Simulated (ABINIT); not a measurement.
# SnO2 (Cassiterite): G0W0 with ABINIT, start to end, part 2 of 3

Wanted: ground state, empty states, screening and self-energy for SnO2 (Cassiterite).

ABINIT 10.8.3; PBE and many-body steps on it, plane waves. Known limits of the many-body steps: short of the basis limit; no spin-orbit coupling; coarse k mesh.

So far. Step 2 (Ground state): The gap is direct, at Γ.

## 3. Bands along the symmetry lines

Level of this step: DFT, PBE, plane waves, norm-conserving pseudopotentials (ABINIT).

The cheap functional maps the bands first; the places of the edges decide which points the dearer methods must see.

Contents of run.abi:

```
acell 3*1.0 Angstrom
rprim 
  4.738000000000 0.000000000000 0.000000000000
  0.000000000000 4.738000000000 0.000000000000
  0.000000000000 0.000000000000 3.186500000000
ntypat 2
znucl 50 8
natom 6
typat 1 1 2 2 2 2
xred 
  0.000000000000 0.000000000000 0.000000000000
  0.500000000000 0.500000000000 0.500000000000
  0.307100000000 0.307100000000 0.000000000000
  0.192900000000 0.807100000000 0.500000000000
  0.692900000000 0.692900000000 0.000000000000
  0.807100000000 0.192900000000 0.500000000000
pp_dirpath "pseudos"
pseudos "Sn.upf, O.upf"
ecut 42
iscf -2
irdden 1
kptopt 0
nkpt 75
kpt 
  0.00000000 0.00000000 0.00000000
  0.00000000 0.06250000 0.00000000
  0.00000000 0.12500000 0.00000000
  0.00000000 0.18750000 0.00000000
  0.00000000 0.25000000 0.00000000
  0.00000000 0.31250000 0.00000000
  0.00000000 0.37500000 0.00000000
  0.00000000 0.43750000 0.00000000
  0.00000000 0.50000000 0.00000000
  0.06250000 0.50000000 0.00000000
  0.12500000 0.50000000 0.00000000
  0.18750000 0.50000000 0.00000000
  0.25000000 0.50000000 0.00000000
  0.31250000 0.50000000 0.00000000
  0.37500000 0.50000000 0.00000000
  0.43750000 0.50000000 0.00000000
  0.50000000 0.50000000 0.00000000
  0.43750000 0.43750000 0.00000000
  0.37500000 0.37500000 0.00000000
  0.31250000 0.31250000 0.00000000
  0.25000000 0.25000000 0.00000000
  0.18750000 0.18750000 0.00000000
  0.12500000 0.12500000 0.00000000
  0.06250000 0.06250000 0.00000000
  0.00000000 0.00000000 0.00000000
  0.00000000 0.00000000 0.06250000
  0.00000000 0.00000000 0.12500000
  0.00000000 0.00000000 0.18750000
  0.00000000 0.00000000 0.25000000
  0.00000000 0.00000000 0.31250000
  0.00000000 0.00000000 0.37500000
  0.00000000 0.00000000 0.43750000
  0.00000000 0.00000000 0.50000000
  0.00000000 0.06250000 0.50000000
  0.00000000 0.12500000 0.50000000
  0.00000000 0.18750000 0.50000000
  0.00000000 0.25000000 0.50000000
  0.00000000 0.31250000 0.50000000
  0.00000000 0.37500000 0.50000000
  0.00000000 0.43750000 0.50000000
  0.00000000 0.50000000 0.50000000
  0.06250000 0.50000000 0.50000000
  0.12500000 0.50000000 0.50000000
  0.18750000 0.50000000 0.50000000
  0.25000000 0.50000000 0.50000000
  0.31250000 0.50000000 0.50000000
  0.37500000 0.50000000 0.50000000
  0.43750000 0.50000000 0.50000000
  0.50000000 0.50000000 0.50000000
  0.43750000 0.43750000 0.50000000
  0.37500000 0.37500000 0.50000000
  0.31250000 0.31250000 0.50000000
  0.25000000 0.25000000 0.50000000
  0.18750000 0.18750000 0.50000000
  0.12500000 0.12500000 0.50000000
  0.06250000 0.06250000 0.50000000
  0.00000000 0.00000000 0.50000000
  0.00000000 0.50000000 0.00000000
  0.00000000 0.50000000 0.06250000
  0.00000000 0.50000000 0.12500000
  0.00000000 0.50000000 0.18750000
  0.00000000 0.50000000 0.25000000
  0.00000000 0.50000000 0.31250000
  0.00000000 0.50000000 0.37500000
  0.00000000 0.50000000 0.43750000
  0.00000000 0.50000000 0.50000000
  0.50000000 0.50000000 0.00000000
  0.50000000 0.50000000 0.06250000
  0.50000000 0.50000000 0.12500000
  0.50000000 0.50000000 0.18750000
  0.50000000 0.50000000 0.25000000
  0.50000000 0.50000000 0.31250000
  0.50000000 0.50000000 0.37500000
  0.50000000 0.50000000 0.43750000
  0.50000000 0.50000000 0.50000000
istwfk *1
nband 46
nbdbuf 7
tolwfr 1e-07
nstep 50
prtwf 0
prtvol 0
indata_prefix "in"
outdata_prefix "out"
tmpdata_prefix "tmp"
```

The run is started by

```
$ OMP_NUM_THREADS=1 mpirun -n 4 abinit run.abi > log
```

The program printed:

```text
.Version 10.8.3 of ABINIT. v10.8.2 released Aug 2026.

 Symmetries : space group P4_2/m n m (#136); Bravais tP (primitive tetrag.)
[... echo of the input left out ...]
== DATASET  1 ==================================================================
-   mpi_nproc: 4, omp_nthreads: 1 (-1 if OMP is not activated)

--- !DatasetInfo
iteration_state: {dtset: 1, }
dimensions: {natom: 6, nkpt: 75, mband: 46, nsppol: 1, nspinor: 1, nspden: 1, mpw: 6320, }
cutoff_energies: {ecut:  42.0, pawecutdg:  -1.0, }
electrons: {nelect:   6.80000000E+01, charge:   0.00000000E+00, occopt:   1.00000000E+00, tsmear:   1.00000000E-02, }

 Real(R)+Recip(G) space primitive vectors, cartesian coordinates (Bohr,Bohr^-1):
 R(1)=  8.9535224  0.0000000  0.0000000  G(1)=  0.1116879  0.0000000  0.0000000
 R(2)=  0.0000000  8.9535224  0.0000000  G(2)=  0.0000000  0.1116879  0.0000000
 R(3)=  0.0000000  0.0000000  6.0216123  G(3)=  0.0000000  0.0000000  0.1660685
 Unit cell volume ucvol=  4.8272594E+02 bohr^3
 Angles (23,13,12)=  9.00000000E+01  9.00000000E+01  9.00000000E+01 degrees

 getcut: wavevector=  0.0000  0.0000  0.0000  ngfft=  54  54  36
         ecut(hartree)=     42.000   => boxcut(ratio)=   2.04927

--- Pseudopotential description ------------------------------------------------
- Sn Generated using ONCVPSP code by D. R. Hamann
- 50.00000  22.00000  171031                  znucl, zion, pspdat
12 -101130 2 -1 1628                          pspcod,pspxc,lmax,lloc,mmax
     nproj     2     2     2
  pspatm : epsatm=   27.31087254
         --- l  ekb(1:nproj) -->
             0    9.701792   -0.671203
             1    4.046855   -0.266328
             2   -2.346641   -0.600143
 pspatm: atomic psp has been read  and splines computed

- O Generated using ONCVPSP code by D. R. Hamann
-  8.00000   6.00000  171031                  znucl, zion, pspdat
12 -101130 2 -1 936                           pspcod,pspxc,lmax,lloc,mmax
     nproj     2     2     1
  pspatm : epsatm=    6.17005460
         --- l  ekb(1:nproj) -->
[...]
2   -1.331955
 pspatm: atomic psp has been read  and splines computed

--------------------------------------------------------------------------------

================================================================================
 prteigrs : about to open file out_EIG
 Non-SCF case, kpt    1 (  0.00000  0.00000  0.00000), residuals and eigenvalues=
  3.22E-08  9.54E-08  2.25E-08  8.55E-08  2.03E-08  3.51E-08  2.48E-08  2.46E-08
  7.34E-08  8.80E-08  2.10E-08  1.23E-08  2.22E-08  2.93E-08  2.66E-08  8.68E-09
  9.92E-09  2.24E-08  2.23E-08  3.13E-08  9.05E-08  4.11E-08  5.97E-08  3.43E-08
[...]
4.22E-08  3.22E-07  1.46E-07  1.16E-07  2.67E-05  7.98E-06
 -4.4512E+00 -4.4512E+00 -2.8280E+00 -2.8280E+00 -2.8264E+00 -2.8264E+00
 -2.8262E+00 -2.8262E+00 -5.2850E-01 -5.0088E-01 -4.9067E-01 -4.8981E-01
[...]
Non-SCF case, kpt    3 (  0.00000  0.12500  0.00000), residuals and eigenvalues=
[...]
7.1262E-01  7.1584E-01  8.0298E-01  8.6989E-01
[...]
Non-SCF case, kpt   74 (  0.50000  0.50000  0.43750), residuals and eigenvalues=
[...]
Non-SCF case, kpt   75 (  0.50000  0.50000  0.50000), residuals and eigenvalues=
[...]
--- !ResultsGS
iteration_state: {dtset: 1, }
comment   : Summary of ground state results
lattice_vectors:
- [  8.9535224,   0.0000000,   0.0000000, ]
- [  0.0000000,   8.9535224,   0.0000000, ]
- [  0.0000000,   0.0000000,   6.0216123, ]
lattice_lengths: [   8.95352,    8.95352,    6.02161, ]
lattice_angles: [ 90.000,  90.000,  90.000, ] # degrees, (23, 13, 12)
lattice_volume:   4.8272594E+02
convergence: {deltae:  0.000E+00, res2:  0.000E+00, residm:  9.997E-08, diffor:  0.000E+00, }
etotal    :  -5.09495865E+02
entropy   :   0.00000000E+00
fermie    :   2.49058631E-01
cartesian_stress_tensor: null
pressure_GPa: null
xred      :
- [  0.0000E+00,   0.0000E+00,   0.0000E+00, Sn]
- [  5.0000E-01,   5.0000E-01,   5.0000E-01, Sn]
- [  3.0710E-01,   3.0710E-01,   0.0000E+00,  O]
- [  1.9290E-01,   8.0710E-01,   5.0000E-01,  O]
- [  6.9290E-01,   6.9290E-01,   0.0000E+00,  O]
- [  8.0710E-01,   1.9290E-01,   5.0000E-01,  O]
cartesian_forces: null
force_length_stats: {min: null, max: null, mean: null, }

 Integrated electronic density in atomic spheres:
 ------------------------------------------------
 Atom  Sphere_radius  Integrated_density
[...]
================================================================================

 ----iterations are completed or convergence reached----

 Mean square residual over all n,k,spin=   40.849E-09; max=  99.968E-09
 reduced coordinates (array xred) for    6 atoms
[...]
0.692900      0.692900      0.000000
       0.807100      0.192900      0.500000

 cartesian coordinates (angstrom) at end:
[...]
5      3.282960     3.282960     0.000000
    6      3.824040     0.913960     1.593250
 length scales=  1.889726  1.889726  1.889726 bohr
              =  1.000000  1.000000  1.000000 angstroms
 prteigrs : about to open file out_EIG
 Eigenvalues (hartree) for nkpt=  75  k points:
 kpt#   1, nband= 46, wtk=  1.00000, kpt=  0.0000  0.0000  0.0000 (reduced coord)
[...]
kpt#   2, nband= 46, wtk=  1.00000, kpt=  0.0000  0.0625  0.0000 (reduced coord)
[...]
kpt#   3, nband= 46, wtk=  1.00000, kpt=  0.0000  0.1250  0.0000 (reduced coord)
[...]
kpt#  74, nband= 46, wtk=  1.00000, kpt=  0.5000  0.5000  0.4375 (reduced coord)
[...]
0.65977    0.65977    0.73438    0.73438    0.81538    0.81751
 kpt#  75, nband= 46, wtk=  1.00000, kpt=  0.5000  0.5000  0.5000 (reduced coord)
[...]
0.06457    0.06457    0.15586    0.15586    0.15934    0.15934    0.21355    0.21355
   0.21870    0.21870    0.43022    0.43022    0.57712    0.57712    0.65592    0.65592
   0.66119    0.66119    0.73499    0.73499    0.81314    0.81570

== END DATASET(S) ==============================================================
================================================================================

 -outvars: echo values of variables after computation  --------
            nband          46
             nkpt          75
          spgroup         136
 [... the other variables as echoed above ...]

 Calculation completed.
```

Elapsed: 75 s, on 4 MPI ranks of Arm Neoverse V2, shared host; peak memory 0.61 GiB; 5 min of CPU time.

This step gave:

```
gap                        : 1.284 eV
k of the valence top       : 0, 0, 0
k of the conduction bottom : 0, 0, 0
least direct gap           : 1.284 eV
```

The gap is 1.284 eV, as in the run before at this level.

The electronic bands at the labelled points (eV, zero at the top of the highest filled band):

| point | band 31 | band 32 | band 33 | band 34 | band 35 | band 36 | band 37 | band 38 |
| --- | --- | --- | --- | --- | --- | --- | --- | --- |
| Γ | -1.25 | -0.76 | -0.76 | 0.00 | 1.28 | 6.14 | 6.39 | 6.39 |
| halfway | -1.23 | -1.20 | -0.73 | -0.28 | 2.57 | 5.69 | 6.65 | 6.82 |
| X | -1.20 | -1.20 | -0.63 | -0.63 | 4.44 | 4.44 | 7.12 | 7.12 |
| halfway | -1.26 | -1.26 | -0.77 | -0.77 | 4.63 | 4.63 | 7.35 | 7.35 |
| M | -1.32 | -1.32 | -0.90 | -0.90 | 4.83 | 4.83 | 7.55 | 7.55 |
| halfway | -1.28 | -1.20 | -0.82 | -0.48 | 3.34 | 5.42 | 7.00 | 7.10 |
| Γ | -1.25 | -0.76 | -0.76 | 0.00 | 1.28 | 6.14 | 6.39 | 6.39 |
| halfway | -2.53 | -0.84 | -0.84 | -0.49 | 3.85 | 6.93 | 8.47 | 8.47 |
| Z | -1.64 | -1.64 | -1.25 | -1.25 | 6.22 | 6.22 | 9.80 | 9.80 |
| halfway | -1.41 | -1.41 | -1.12 | -1.12 | 6.32 | 6.32 | 8.86 | 8.86 |
| R | -1.09 | -1.09 | -0.71 | -0.71 | 6.49 | 6.49 | 8.11 | 8.11 |
| halfway | -1.02 | -1.02 | -0.97 | -0.97 | 5.53 | 5.53 | 8.74 | 8.74 |
| A | -0.97 | -0.97 | -0.83 | -0.83 | 4.93 | 4.93 | 8.93 | 8.93 |
| halfway | -1.26 | -1.24 | -1.04 | -1.00 | 5.70 | 6.23 | 8.06 | 9.95 |
| Z | -1.64 | -1.64 | -1.25 | -1.25 | 6.22 | 6.22 | 9.80 | 9.80 |
| jump to X | -1.20 | -1.20 | -0.63 | -0.63 | 4.44 | 4.44 | 7.12 | 7.12 |
| halfway | -1.28 | -1.28 | -0.82 | -0.82 | 5.58 | 5.58 | 8.81 | 8.81 |
| R | -1.09 | -1.09 | -0.71 | -0.71 | 6.49 | 6.49 | 8.11 | 8.11 |
| jump to M | -1.32 | -1.32 | -0.90 | -0.90 | 4.83 | 4.83 | 7.55 | 7.55 |
| halfway | -0.86 | -0.86 | -0.86 | -0.86 | 5.17 | 5.17 | 8.83 | 8.83 |
| A | -0.97 | -0.97 | -0.83 | -0.83 | 4.93 | 4.93 | 8.93 | 8.93 |

## 4. Empty states on the mesh, 2×2×4 mesh, 159 bands

The sums over transitions need many empty states on a uniform mesh; this step solves for them.

Contents of run.abi:

```
acell 3*1.0 Angstrom
rprim 
  4.738000000000 0.000000000000 0.000000000000
  0.000000000000 4.738000000000 0.000000000000
  0.000000000000 0.000000000000 3.186500000000
ntypat 2
znucl 50 8
natom 6
typat 1 1 2 2 2 2
xred 
  0.000000000000 0.000000000000 0.000000000000
  0.500000000000 0.500000000000 0.500000000000
  0.307100000000 0.307100000000 0.000000000000
  0.192900000000 0.807100000000 0.500000000000
  0.692900000000 0.692900000000 0.000000000000
  0.807100000000 0.192900000000 0.500000000000
pp_dirpath "pseudos"
pseudos "Sn.upf, O.upf"
ecut 42
ngkpt 2 2 4
nshiftk 1
shiftk 0 0 0
kptopt 1
chksymbreak 0
iscf -2
irdden 1
istwfk *1
nband 159
nbdbuf 14
tolwfr 1e-09
nstep 60
prtvol 0
indata_prefix "in"
outdata_prefix "out"
tmpdata_prefix "tmp"
```

The program printed:

```text
.Version 10.8.3 of ABINIT. v10.8.2 released Aug 2026.

 Symmetries : space group P4_2/m n m (#136); Bravais tP (primitive tetrag.)
[... echo of the input left out ...]
== DATASET  1 ==================================================================
-   mpi_nproc: 4, omp_nthreads: 1 (-1 if OMP is not activated)

--- !DatasetInfo
iteration_state: {dtset: 1, }
dimensions: {natom: 6, nkpt: 9, mband: 159, nsppol: 1, nspinor: 1, nspden: 1, mpw: 6312, }
cutoff_energies: {ecut:  42.0, pawecutdg:  -1.0, }
electrons: {nelect:   6.80000000E+01, charge:   0.00000000E+00, occopt:   1.00000000E+00, tsmear:   1.00000000E-02, }

 Real(R)+Recip(G) space primitive vectors, cartesian coordinates (Bohr,Bohr^-1):
 R(1)=  8.9535224  0.0000000  0.0000000  G(1)=  0.1116879  0.0000000  0.0000000
 R(2)=  0.0000000  8.9535224  0.0000000  G(2)=  0.0000000  0.1116879  0.0000000
 R(3)=  0.0000000  0.0000000  6.0216123  G(3)=  0.0000000  0.0000000  0.1660685
 Unit cell volume ucvol=  4.8272594E+02 bohr^3
 Angles (23,13,12)=  9.00000000E+01  9.00000000E+01  9.00000000E+01 degrees

 getcut: wavevector=  0.0000  0.0000  0.0000  ngfft=  54  54  36
         ecut(hartree)=     42.000   => boxcut(ratio)=   2.04927

--- Pseudopotential description ------------------------------------------------
- Sn Generated using ONCVPSP code by D. R. Hamann
- 50.00000  22.00000  171031                  znucl, zion, pspdat
12 -101130 2 -1 1628                          pspcod,pspxc,lmax,lloc,mmax
     nproj     2     2     2
  pspatm : epsatm=   27.31087254
         --- l  ekb(1:nproj) -->
             0    9.701792   -0.671203
             1    4.046855   -0.266328
             2   -2.346641   -0.600143
 pspatm: atomic psp has been read  and splines computed

- O Generated using ONCVPSP code by D. R. Hamann
-  8.00000   6.00000  171031                  znucl, zion, pspdat
12 -101130 2 -1 936                           pspcod,pspxc,lmax,lloc,mmax
     nproj     2     2     1
  pspatm : epsatm=    6.17005460
         --- l  ekb(1:nproj) -->
[...]
2   -1.331955
 pspatm: atomic psp has been read  and splines computed

--------------------------------------------------------------------------------

================================================================================
 prteigrs : about to open file out_EIG
 Non-SCF case, kpt    1 (  0.00000  0.00000  0.00000), residuals and eigenvalues=
  7.32E-10  6.39E-10  5.75E-10  7.73E-10  5.20E-10  9.06E-10  8.19E-10  6.81E-10
  5.34E-11  6.10E-11  8.63E-10  7.71E-11  1.56E-10  8.65E-11  7.50E-11  5.93E-10
  5.99E-10  8.74E-10  5.84E-10  2.52E-10  3.16E-10  1.43E-10  7.79E-10  7.55E-11
[...]
3.51E-07  3.43E-06  1.99E-06  3.38E-05  2.22E-04  8.83E-05  1.08E-03
 -4.4512E+00 -4.4512E+00 -2.8280E+00 -2.8280E+00 -2.8264E+00 -2.8264E+00
 -2.8262E+00 -2.8262E+00 -5.2850E-01 -5.0088E-01 -4.9067E-01 -4.8981E-01
 -4.8981E-01 -4.8655E-01 -4.8526E-01 -4.8206E-01 -4.8100E-01 -4.8100E-01
[...]
2.7898E+00  2.8130E+00  2.8323E+00  2.8479E+00  2.8479E+00  2.9108E+00
  2.9186E+00  2.9339E+00  2.9339E+00  2.9628E+00  2.9773E+00  3.0191E+00
[...]
prteigrs : prtvol=0 or 1, do not print more k-points.

--- !ResultsGS
iteration_state: {dtset: 1, }
comment   : Summary of ground state results
lattice_vectors:
- [  8.9535224,   0.0000000,   0.0000000, ]
- [  0.0000000,   8.9535224,   0.0000000, ]
- [  0.0000000,   0.0000000,   6.0216123, ]
lattice_lengths: [   8.95352,    8.95352,    6.02161, ]
lattice_angles: [ 90.000,  90.000,  90.000, ] # degrees, (23, 13, 12)
lattice_volume:   4.8272594E+02
convergence: {deltae:  0.000E+00, res2:  0.000E+00, residm:  9.969E-10, diffor:  0.000E+00, }
etotal    :  -5.09495865E+02
entropy   :   0.00000000E+00
fermie    :   2.49058631E-01
cartesian_stress_tensor: null
pressure_GPa: null
xred      :
- [  0.0000E+00,   0.0000E+00,   0.0000E+00, Sn]
- [  5.0000E-01,   5.0000E-01,   5.0000E-01, Sn]
- [  3.0710E-01,   3.0710E-01,   0.0000E+00,  O]
- [  1.9290E-01,   8.0710E-01,   5.0000E-01,  O]
- [  6.9290E-01,   6.9290E-01,   0.0000E+00,  O]
- [  8.0710E-01,   1.9290E-01,   5.0000E-01,  O]
cartesian_forces: null
force_length_stats: {min: null, max: null, mean: null, }

 Integrated electronic density in atomic spheres:
 ------------------------------------------------
 Atom  Sphere_radius  Integrated_density
[...]
================================================================================

 ----iterations are completed or convergence reached----

 Mean square residual over all n,k,spin=   44.234E-11; max=  99.694E-11
 reduced coordinates (array xred) for    6 atoms
[...]
0.692900      0.692900      0.000000
       0.807100      0.192900      0.500000

 cartesian coordinates (angstrom) at end:
    1      0.000000     0.000000     0.000000
    2      2.369000     2.369000     1.593250
    3      1.455040     1.455040     0.000000
    4      0.913960     3.824040     1.593250
    5      3.282960     3.282960     0.000000
    6      3.824040     0.913960     1.593250
 length scales=  1.889726  1.889726  1.889726 bohr
              =  1.000000  1.000000  1.000000 angstroms
 prteigrs : about to open file out_EIG
 Eigenvalues (hartree) for nkpt=   9  k points:
 kpt#   1, nband=159, wtk=  0.06250, kpt=  0.0000  0.0000  0.0000 (reduced coord)
[...]
2.67485    2.69187    2.69187    2.71627    2.75601    2.75601    2.77716    2.78753
   2.78979    2.81303    2.83235    2.84792    2.84792    2.91076    2.91863    2.93387
   2.93387    2.96280    2.97730    3.01912    3.01977    3.02555    3.03552
 prteigrs : prtvol=0 or 1, do not print more k-points.

== END DATASET(S) ==============================================================
================================================================================

 -outvars: echo values of variables after computation  --------
            nband         159
             nkpt           9
          spgroup         136
 [... the other variables as echoed above ...]

 Calculation completed.
```

Run time: 81 s. Hardware: 4 MPI ranks; peak memory 0.44 GiB.

This step gave:

| Quantity | Value |
| --- | --- |
| gap | 1.284 eV |
| k of the valence top | 0, 0, 0 |
| k of the conduction bottom | 0, 0, 0 |
| least direct gap | 1.284 eV |
| k points computed | 9 |
| lowest point of the top converged band, above the valence top | 69.1368 eV |

On this mesh the gap is 1.284 eV.

(Continued in part 3 of 3.)

[Long decimals in the printed logs are rounded to 6 places.]

[Logs are printed without paths, hosts, clocks, repeated set-up lines and the standing remarks that a program may print on its own settings, such as how far it seeks lower states.]

[Paths, hosts, dates, memory and timing lines, banners, echoed tables and standing remarks are left out of the program output; an Ansatz launch command may be rebuilt from the run's recorded settings. Measured values are a selection of at most five: reports struck by readers or far from the other reports are left out. None is set beside runs whose start may be inverted or whose files or cutoffs have a known fault.]

[Runs of the session that timed out or met a known fault of the program may be left out.]

[Hosts, paths, dates, database ids (printed as entryN), source tags and the programs' standing remarks are cut or masked in the printed files.]

[G0W0 gaps are taken among the corrected bands and points alone; a level outside them can change the order at an edge.]

[Where Ansatz stands beside ABINIT at settings called matched, ABINIT's density can come from a denser mesh and the files from another edition; pairs whose starting gaps differed by over 0.03 eV were left out, so agreement reads better than it is.]
